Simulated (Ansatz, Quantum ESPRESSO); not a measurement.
# Si chain with one atom pushed 0.5 Å aside at constant bond length: ballistic transmission, part 2 of 4

Wanted: the transmission near the Fermi level and the conductance of this junction: Si chain with one atom pushed 0.5 Å aside at constant bond length.

Quantum ESPRESSO 7.5; plane-wave DFT, LDA, GBRV ultrasoft pseudopotentials; cross-check by Ansatz 0.2.0 with PAW datasets.

So far. Step 2 (Self-consistent run): The run needed 17 iterations to bring the estimated error under 1e-07 Ry; the largest force on any atom, held or free, is 0.51 eV/Å.

### 3. The open system

Level of this step: transmission by pwcond, lead and junction from one cell; plane-wave DFT, LDA, GBRV ultrasoft pseudopotentials (Quantum ESPRESSO).

prefixt takes both regions from one run: the lead from 0 to bdl, the scattering region from bdl to bds (units of alat). ikind = 1 puts the same lead on both sides. The program's T_tot counts both spins in a run without spin; the tables below give T per spin.

cond.in reads:

```
&inputcond
  outdir = './out'
  prefixt = 'scf'
  tran_file = 'cond.dat'
  bdl = 0.5866666667
  bds = 3.2113142747
  ikind = 1
  ewind = 4.0
  epsproj = 1e-05
  nz1 = 7
  energy0 = 2.0
  denergy = -0.1
/
1
  0.00000000 0.00000000 1.00000000
41
```

The run is started by

```
> OMP_NUM_THREADS=1 mpirun -n 2 pwcond.x -in cond.in > cond.out
```

The log of the run:

```text
[banner, memory and clock lines left out]
Program PWCOND v.7.5 starts

          URL

     ./out/scf.save/

     IMPORTANT: XC functional enforced from input :
     Exchange-correlation= PZ
                           (   1   1   0   0   0   0   0)
     Any further DFT definition will be discarded
     Please, verify this is what you really want

     negative rho (up, down):  4.576E-05 0.000E+00
     Reading collected, re-writing distributed wavefunctions

===== INPUT FILE containing all the regions =====

     GEOMETRY:

     lattice parameter (alat)  =      14.1729  a.u.
     the volume                =    9142.4628 (a.u.)^3
     the cross section         =     200.8724 (a.u.)^2
     l of the unit cell        =       3.2113 (alat)
     number of atoms/cell      =           11
     number of atomic types    =            1

     crystal axes: (cart. coord. in units of alat)
               a(1) = (  1.0000  0.0000  0.0000 )
               a(2) = (  0.0000  1.0000  0.0000 )
               a(3) = (  0.0000  0.0000  3.2113 )

   Cartesian axes

     site n.     atom                  positions (alat units)
          1        Si     tau(  1)=(  0.5000  0.5000  3.2113  )
          2        Si     tau(  2)=(  0.5000  0.5000  0.2933  )
          3        Si     tau(  3)=(  0.5000  0.5000  0.5867  )
          4        Si     tau(  4)=(  0.5000  0.5000  0.8800  )
          5        Si     tau(  5)=(  0.5000  0.5000  1.1733  )
          6        Si     tau(  6)=(  0.5667  0.5000  1.4590  )
          7        Si     tau(  7)=(  0.5000  0.5000  1.7446  )
          8        Si     tau(  8)=(  0.5000  0.5000  2.0380  )
          9        Si     tau(  9)=(  0.5000  0.5000  2.3313  )
         10        Si     tau( 10)=(  0.5000  0.5000  2.6246  )
         11        Si     tau( 11)=(  0.5000  0.5000  2.9180  )

     nr1s                      =           54
     nr2s                      =           54
     nr3s                      =          180
     nr1sx                     =           54
     nr2sx                     =           54
     nr3sx                     =          180
     nr1                       =           60
     nr2                       =           60
     nr3                       =          192
     nr1x                      =           60
     nr2x                      =           60
     nr3x                      =          192

 _______________________________
  Radii of nonlocal spheres:

     type       ibeta     ang. mom.          radius (alat units)
       Si         1         0                    0.1216
       Si         2         0                    0.1216
       Si         3         1                    0.1216
       Si         4         1                    0.1216
       Si         5         2                    0.1216
       Si         6         2                    0.1216
----- General information -----

--- T calc. with identical leads (ikind=1) ---

     nrx                       =           54
     nry                       =           54
     nz1                       =            7

     energy0               =         2.0E+00
     denergy               =        -1.0E-01
     nenergy               =         41
     ecut2d                =         3.4E+01
     ewind                 =         4.0E+00
     epsproj               =         1.0E-05

     number of k_|| points=    1
                       cryst. coord.
        k(    1) = (   0.0000000   0.0000000), wk =   1.0000000
----- Information about left/right lead -----

     nocros                   =           18
     noins                    =           18
     norb                     =           54
     norbf                    =          180
     nrz                      =           33

      iorb      type   ibeta   ang. mom.   m       position (alat)
        1        1       1        0        1   taunew(   1)=(  0.5000  0.5000  0.0000)
        2        1       2        0        1   taunew(   2)=(  0.5000  0.5000  0.0000)
        3        1       3        1        1   taunew(   3)=(  0.5000  0.5000  0.0000)
        4        1       3        1        2   taunew(   4)=(  0.5000  0.5000  0.0000)
        5        1       3        1        3   taunew(   5)=(  0.5000  0.5000  0.0000)
        6        1       4        1        1   taunew(   6)=(  0.5000  0.5000  0.0000)
        7        1       4        1        2   taunew(   7)=(  0.5000  0.5000  0.0000)
        8        1       4        1        3   taunew(   8)=(  0.5000  0.5000  0.0000)
        9        1       5        2        1   taunew(   9)=(  0.5000  0.5000  0.0000)
       10        1       5        2        2   taunew(  10)=(  0.5000  0.5000  0.0000)
       11        1       5        2        3   taunew(  11)=(  0.5000  0.5000  0.0000)
       12        1       5        2        4   taunew(  12)=(  0.5000  0.5000  0.0000)
       13        1       5        2        5   taunew(  13)=(  0.5000  0.5000  0.0000)
       14        1       6        2        1   taunew(  14)=(  0.5000  0.5000  0.0000)
       15        1       6        2        2   taunew(  15)=(  0.5000  0.5000  0.0000)
       16        1       6        2        3   taunew(  16)=(  0.5000  0.5000  0.0000)
       17        1       6        2        4   taunew(  17)=(  0.5000  0.5000  0.0000)
       18        1       6        2        5   taunew(  18)=(  0.5000  0.5000  0.0000)
       19        1       1        0        1   taunew(  19)=(  0.5000  0.5000  0.2933)
       20        1       2        0        1   taunew(  20)=(  0.5000  0.5000  0.2933)
       21        1       3        1        1   taunew(  21)=(  0.5000  0.5000  0.2933)
       22        1       3        1        2   taunew(  22)=(  0.5000  0.5000  0.2933)
       23        1       3        1        3   taunew(  23)=(  0.5000  0.5000  0.2933)
       24        1       4        1        1   taunew(  24)=(  0.5000  0.5000  0.2933)
       25        1       4        1        2   taunew(  25)=(  0.5000  0.5000  0.2933)
       26        1       4        1        3   taunew(  26)=(  0.5000  0.5000  0.2933)
       27        1       5        2        1   taunew(  27)=(  0.5000  0.5000  0.2933)
       28        1       5        2        2   taunew(  28)=(  0.5000  0.5000  0.2933)
       29        1       5        2        3   taunew(  29)=(  0.5000  0.5000  0.2933)
       30        1       5        2        4   taunew(  30)=(  0.5000  0.5000  0.2933)
       31        1       5        2        5   taunew(  31)=(  0.5000  0.5000  0.2933)
       32        1       6        2        1   taunew(  32)=(  0.5000  0.5000  0.2933)
       33        1       6        2        2   taunew(  33)=(  0.5000  0.5000  0.2933)
[...]
157        1       5        2        5   taunew( 157)=(  0.5000  0.5000  2.3313)
      158        1       6        2        1   taunew( 158)=(  0.5000  0.5000  2.3313)
      159        1       6        2        2   taunew( 159)=(  0.5000  0.5000  2.3313)
      160        1       6        2        3   taunew( 160)=(  0.5000  0.5000  2.3313)
      161        1       6        2        4   taunew( 161)=(  0.5000  0.5000  2.3313)
      162        1       6        2        5   taunew( 162)=(  0.5000  0.5000  2.3313)
      163        1       1        0        1   taunew( 163)=(  0.5000  0.5000  2.6246)
      164        1       2        0        1   taunew( 164)=(  0.5000  0.5000  2.6246)
      165        1       3        1        1   taunew( 165)=(  0.5000  0.5000  2.6246)
      166        1       3        1        2   taunew( 166)=(  0.5000  0.5000  2.6246)
      167        1       3        1        3   taunew( 167)=(  0.5000  0.5000  2.6246)
      168        1       4        1        1   taunew( 168)=(  0.5000  0.5000  2.6246)
      169        1       4        1        2   taunew( 169)=(  0.5000  0.5000  2.6246)
      170        1       4        1        3   taunew( 170)=(  0.5000  0.5000  2.6246)
      171        1       5        2        1   taunew( 171)=(  0.5000  0.5000  2.6246)
      172        1       5        2        2   taunew( 172)=(  0.5000  0.5000  2.6246)
      173        1       5        2        3   taunew( 173)=(  0.5000  0.5000  2.6246)
      174        1       5        2        4   taunew( 174)=(  0.5000  0.5000  2.6246)
      175        1       5        2        5   taunew( 175)=(  0.5000  0.5000  2.6246)
      176        1       6        2        1   taunew( 176)=(  0.5000  0.5000  2.6246)
      177        1       6        2        2   taunew( 177)=(  0.5000  0.5000  2.6246)
      178        1       6        2        3   taunew( 178)=(  0.5000  0.5000  2.6246)
      179        1       6        2        4   taunew( 179)=(  0.5000  0.5000  2.6246)
      180        1       6        2        5   taunew( 180)=(  0.5000  0.5000  2.6246)
 ngper, shell number =          545          70
 ngper, n2d =          545         142
---  E-Ef =    2.0000000  k =    0.0000000   0.0000000
---  ie =          1  ik =          1
 Nchannels of the left tip =            3
 Right moving states:
   k1(2pi/a)   k2(2pi/a)   E-Ef (eV)
   0.2694471   0.0000039   2.0000000
  -0.3152891   0.0000020   2.0000000
  -0.3167248   0.0000026   2.0000000
 Left moving states:
   k1(2pi/a)   k2(2pi/a)   E-Ef (eV)
  -0.2694471   0.0000039   2.0000000
   0.3152891   0.0000020   2.0000000
   0.3167248   0.0000026   2.0000000

 to transmit
 Band j to band i transmissions and reflections:
    j         i     |T_ij|^2    |R_ij|^2

    1 -->     1     0.70781     0.00615
    1 -->     2     0.00000     0.00000
    1 -->     3     0.28600     0.00005
   Total T_j, R_j =    0.99380  0.00620

    2 -->     1     0.00000     0.00000
    2 -->     2     0.99959     0.00040
    2 -->     3     0.00000     0.00000
   Total T_j, R_j =    0.99960  0.00040

    3 -->     1     0.28505     0.00005
    3 -->     2     0.00000     0.00000
    3 -->     3     0.70112     0.01378
   Total T_j, R_j =    0.98617  0.01383

E-Ef(ev), T(x2 spins) =    2.0000000   5.9591266
---  E-Ef =    1.9000000  k =    0.0000000   0.0000000
---  ie =          2  ik =          1
 Nchannels of the left tip =            3
 Right moving states:
   k1(2pi/a)   k2(2pi/a)   E-Ef (eV)
   0.2626834   0.0000039   1.9000000
  -0.3258707   0.0000020   1.9000000
  -0.3273272   0.0000026   1.9000000
 Left moving states:
   k1(2pi/a)   k2(2pi/a)   E-Ef (eV)
  -0.2626834   0.0000039   1.9000000
   0.3258707   0.0000020   1.9000000
   0.3273272   0.0000026   1.9000000

 to transmit
 Band j to band i transmissions and reflections:
    j         i     |T_ij|^2    |R_ij|^2

    1 -->     1     0.70411     0.00666
    1 -->     2     0.00000     0.00000
    1 -->     3     0.28922     0.00001
   Total T_j, R_j =    0.99333  0.00667

    2 -->     1     0.00000     0.00000
    2 -->     2     0.99964     0.00036
    2 -->     3     0.00000     0.00000
   Total T_j, R_j =    0.99964  0.00036

    3 -->     1     0.28831     0.00001
    3 -->     2     0.00000     0.00000
    3 -->     3     0.70021     0.01147
   Total T_j, R_j =    0.98852  0.01148

E-Ef(ev), T(x2 spins) =    1.9000000   5.9629820
---  E-Ef =    1.8000000  k =    0.0000000   0.0000000
---  ie =          3  ik =          1
 Nchannels of the left tip =            3
 Right moving states:
   k1(2pi/a)   k2(2pi/a)   E-Ef (eV)
   0.2558999   0.0000039   1.8000000
  -0.3366065   0.0000020   1.8000000
  -0.3380849   0.0000026   1.8000000
 Left moving states:
   k1(2pi/a)   k2(2pi/a)   E-Ef (eV)
  -0.2558999   0.0000039   1.8000000
   0.3366065   0.0000020   1.8000000
   0.3380849   0.0000026   1.8000000

 to transmit
 Band j to band i transmissions and reflections:
    j         i     |T_ij|^2    |R_ij|^2

    1 -->     1     0.70014     0.00735
    1 -->     2     0.00000     0.00000
    1 -->     3     0.29248     0.00003
   Total T_j, R_j =    0.99262  0.00738

    2 -->     1     0.00000     0.00000
    2 -->     2     0.99968     0.00032
    2 -->     3     0.00000     0.00000
   Total T_j, R_j =    0.99968  0.00032

    3 -->     1     0.29165     0.00003
    3 -->     2     0.00000     0.00000
    3 -->     3     0.69888     0.00944
   Total T_j, R_j =    0.99053  0.00947

E-Ef(ev), T(x2 spins) =    1.8000000   5.9656755
[... further energies and points left out ...]
---  E-Ef =   -1.8000000  k =    0.0000000   0.0000000
---  ie =         39  ik =          1
 Nchannels of the left tip =            0
 Right moving states:
   k1(2pi/a)   k2(2pi/a)   E-Ef (eV)
 Left moving states:
   k1(2pi/a)   k2(2pi/a)   E-Ef (eV)

 to transmit
          E-Ef(ev), T =   -1.8000000   0.0000000
---  E-Ef =   -1.9000000  k =    0.0000000   0.0000000
---  ie =         40  ik =          1
 Nchannels of the left tip =            0
 Right moving states:
   k1(2pi/a)   k2(2pi/a)   E-Ef (eV)
 Left moving states:
   k1(2pi/a)   k2(2pi/a)   E-Ef (eV)

 to transmit
          E-Ef(ev), T =   -1.9000000   0.0000000
---  E-Ef =   -2.0000000  k =    0.0000000   0.0000000
---  ie =         41  ik =          1
 Nchannels of the left tip =            0
 Right moving states:
   k1(2pi/a)   k2(2pi/a)   E-Ef (eV)
 Left moving states:
   k1(2pi/a)   k2(2pi/a)   E-Ef (eV)

 to transmit
          E-Ef(ev), T =   -2.0000000   0.0000000
   T_tot     2.00000      0.59591E+01
   T_tot     1.90000      0.59630E+01
   T_tot     1.80000      0.59657E+01
   T_tot     1.70000      0.59673E+01
   T_tot     1.60000      0.59678E+01
   T_tot     1.50000      0.59673E+01
   T_tot     1.40000      0.59658E+01
   T_tot     1.30000      0.59631E+01
   T_tot     1.20000      0.59594E+01
   T_tot     1.10000      0.59544E+01
   T_tot     1.00000      0.59481E+01
   T_tot     0.90000      0.59406E+01
   T_tot     0.80000      0.59318E+01
   T_tot     0.70000      0.59215E+01
   T_tot     0.60000      0.59083E+01
   T_tot     0.50000      0.57801E+01
   T_tot     0.40000      0.58654E+01
   T_tot     0.30000      0.58596E+01
   T_tot     0.20000      0.58392E+01
   T_tot     0.10000      0.58118E+01
   T_tot    -0.00000      0.57760E+01
   T_tot    -0.10000      0.57297E+01
   T_tot    -0.20000      0.56696E+01
   T_tot    -0.30000      0.55914E+01
   T_tot    -0.40000      0.54890E+01
   T_tot    -0.50000      0.53526E+01
   T_tot    -0.60000      0.51665E+01
   T_tot    -0.70000      0.49042E+01
   T_tot    -0.80000      0.45117E+01
   T_tot    -0.90000      0.38025E+01
   T_tot    -1.00000      0.30375E+01
   T_tot    -1.10000      0.30928E+01
   T_tot    -1.20000      0.27661E+01
   T_tot    -1.30000      0.15449E+00
   T_tot    -1.40000      0.00000E+00
   T_tot    -1.50000      0.00000E+00
   T_tot    -1.60000      0.00000E+00
   T_tot    -1.70000      0.00000E+00
   T_tot    -1.80000      0.00000E+00
   T_tot    -1.90000      0.00000E+00
   T_tot    -2.00000      0.00000E+00

Note: The following floating-point exceptions are signalling: IEEE_UNDERFLOW_FLAG
Note: The following floating-point exceptions are signalling: IEEE_UNDERFLOW_FLAG
```

Run time: 4.2 min. Hardware: 2 MPI ranks of Arm Neoverse V1, shared host; peak memory 0.56 GiB; 8.5 min of CPU time.

Numbers from this step:

| Property | Result |
| --- | --- |
| lead channels at the Fermi level, one spin | 3 |
| transmission at the Fermi level, one spin | 2.888 |
| conductance | 2.888 G₀ |

Per spin. The open channels by energy, zero at the Fermi level:

```
energy (eV)  open channels
      -2.00              0
      -1.80              0
      -1.60              0
      -1.40              0
      -1.20              2
      -1.00              2
      -0.90              3
      -0.70              3
      -0.50              3
      -0.30              3
      -0.10              3
       0.00              3
       0.10              3
       0.30              3
       0.50              3
       0.70              3
       0.90              3
       1.00              3
       1.20              3
       1.40              3
       1.60              3
       1.80              3
       2.00              3
```

Per spin. The transmission by energy, zero at the Fermi level:

```
energy (eV)  transmission
      -2.00             0
      -1.80             0
      -1.60             0
      -1.40             0
      -1.20          1.38
      -1.00          1.52
      -0.90          1.90
      -0.70          2.45
      -0.50          2.68
      -0.30          2.80
      -0.10          2.86
       0.00          2.89
       0.10          2.91
       0.30          2.93
       0.50          2.89
       0.70          2.96
       0.90          2.97
       1.00          2.97
       1.20          2.98
       1.40          2.98
       1.60          2.98
       1.80          2.98
       2.00          2.98
```

The program's own clock; routines nest. Time by routine:

```
     routine  wall time (s)  calls
      PWCOND          253.4      1
scatter_forw          216.9     82
      compbs          17.13     41
       local          15.36      1
    compbs_2          14.05     41
        init           1.12      1
       poten           0.08      1
```

At no point does T exceed the number of channels.

(Part 2 of 4 ends here.)

[Logs are printed without paths, hosts, clocks, repeated set-up lines and the standing remarks that a program may print on its own settings, such as how far it seeks lower states.]

[Hosts, paths, dates, database ids (printed as entryN), source tags and the programs' standing remarks are cut or masked in the printed files.]

[Maps of the electrostatic potential energy from Ansatz leave out the sawtooth potential of an applied field or a dipole correction, so their vacuum need not be flat; planar profiles and work functions include it.]
